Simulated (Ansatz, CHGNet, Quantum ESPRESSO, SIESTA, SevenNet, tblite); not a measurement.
## Random fluorite-type alloy of CaF2 and CdF2 (96 atoms): runs against a plane-wave reference

The cell holds 96 atoms: 28 Ca, 64 F and 4 Cd. Its edges and angles: a = 10.908 Å, b = 10.908 Å, c = 10.908 Å, α = 90.0°, β = 90.0°, γ = 90.0°. It derives from CaF2 (fluorite-type), repeated 2×2×2. Fluorite-type CaF2, 2 x 2 x 2 conventional cells, 4 of 32 Ca sites given to Cd at random (x = 0.125), lattice by Vegard's rule (a = 5.454 Å); every coordinate displaced by a Gaussian of 0.09 Å. Then every atom was moved at random, 0.03 Å r.m.s. a Cartesian component.

Geometry: as built.

The reference, a calculation:

- method: Kohn-Sham DFT, PBE, PAW, plane waves (Ansatz 0.2.0); cutoff 420 eV, Γ point, fermi-dirac smearing of 0.05 eV; PAW set soft_2
- r.m.s. force component: 0.7608 eV/Å
- longest force: 2.825 eV/Å
- pressure: 5.39 GPa
- gap (highest filled to lowest empty level): 4.523 eV
- SCF cycles: 8
- time: 26 s on 4 threads of Arm Neoverse V1, shared host
- CPU time: 97 s

**Question.** The same geometry is run in other programs. How far does each lie from the reference, and what does it cost?
- CHGNet r2SCAN potential (CHGNet r2SCAN; 1 thread)
- QE PBE, sssp-1.3.0-efficiency, 60/480 Ry (Quantum ESPRESSO 7.5; 4 MPI ranks)
- CHGNet 0.3.0 potential (CHGNet 0.3.0; 1 thread)
- SIESTA PBE, DZP, shift 0.01 Ry, mesh 500 Ry (SIESTA 5.4.2; 2 MPI ranks)
- SIESTA PBE, SZ, shift 0.01 Ry, mesh 500 Ry (SIESTA 5.4.2; 1 thread)
- SevenNet l3i5 potential (SevenNet l3i5; 1 thread)
- SIESTA PBE, DZP, shift 0.01 Ry, mesh 100 Ry (SIESTA 5.4.2; 2 MPI ranks)

Differences are against the plane-wave reference, forces as r.m.s. over components; share is that over the reference's r.m.s. force, slope the least-squares factor from reference forces to these. Total energies of different programs have different zeros and aren't compared.

```
                                                 run  Δ force, r.m.s. (meV/Å)  share (%)  slope  Δ pressure (GPa)  Δ gap (eV)  cores  CPU time  memory (GiB)
                                           reference                        -          -      -                 -           -      4      97 s           1.9
                             CHGNet r2SCAN potential                      209       27.5  0.732             -3.68           -      1     4.8 s           1.4
            QE PBE, sssp-1.3.0-efficiency, 60/480 Ry                     9.48       1.25  1.004            0.0156     -0.0234      4    16 min           4.5
                              CHGNet 0.3.0 potential                     92.8       12.2  0.909            0.0359           -      1     4.7 s           1.4
         SIESTA PBE, DZP, shift 0.01 Ry, mesh 500 Ry                      319       41.9  1.354             0.988      -0.226      2   4.2 min           1.9
 SIESTA PBE, SZ, shift 0.01 Ry, mesh 500 Ry (coarse)                      352       46.2  1.382             -5.54       -2.39      1      91 s          0.84
                             SevenNet l3i5 potential                     39.7       5.22  0.980            0.0631           -      1      12 s           1.7
SIESTA PBE, DZP, shift 0.01 Ry, mesh 100 Ry (coarse)                      319       42.0  1.351              1.10      -0.227      2      52 s          0.63
```

Rows marked coarse were listed beforehand as settings not expected to be converged; some can still land near the reference.

Times of the machine-learned potentials are mostly Python's start and the loading of weights.

CPU time is summed over cores on a shared host, where runs went side by side, so it is rough. Symmetry, cutoffs, thresholds, outputs and thread counts weren't matched or tuned between programs; memory under MPI is the largest rank's times the ranks.

PBE on plane waves or a grid with other potentials, cutoffs or grids, coarse settings apart, differs from the reference by 1.2 % (QE PBE, sssp-1.3.0-efficiency, 60/480 Ry) of the r.m.s. force; this holds the reference's own error, so differences of a few per cent don't tell which side is nearer the exact PBE result (QE's 60 Ry are 816 eV, against the reference's 420 eV). The PBE run in local orbitals, coarse settings apart, differs by 42 % (SIESTA PBE, DZP, shift 0.01 Ry, mesh 500 Ry); basis, grid and potentials can all enter, and differences of this size make the forces unusable. Machine-learned potentials differ by 5.2 % (SevenNet l3i5 potential) to 27 % (CHGNet r2SCAN potential); they were trained on other programs' data, some at another functional. Runs with settings chosen to be coarse differ by 42 % (SIESTA PBE, DZP, shift 0.01 Ry, mesh 100 Ry) to 46 % (SIESTA PBE, SZ, shift 0.01 Ry, mesh 500 Ry), their programs' other errors included. Machine-learned potentials mimic data converged in k, so the reference's own k-point error enters their differences. The electronic-structure runs sample only Γ, in a cell whose shortest periodic width is 11 Å.

[Logs are printed without paths, hosts, clocks, repeated set-up lines and the standing remarks that a program may print on its own settings, such as how far it seeks lower states.]

[Hosts, paths, dates, database ids (printed as entryN), source tags and the programs' standing remarks are cut or masked in the printed files.]
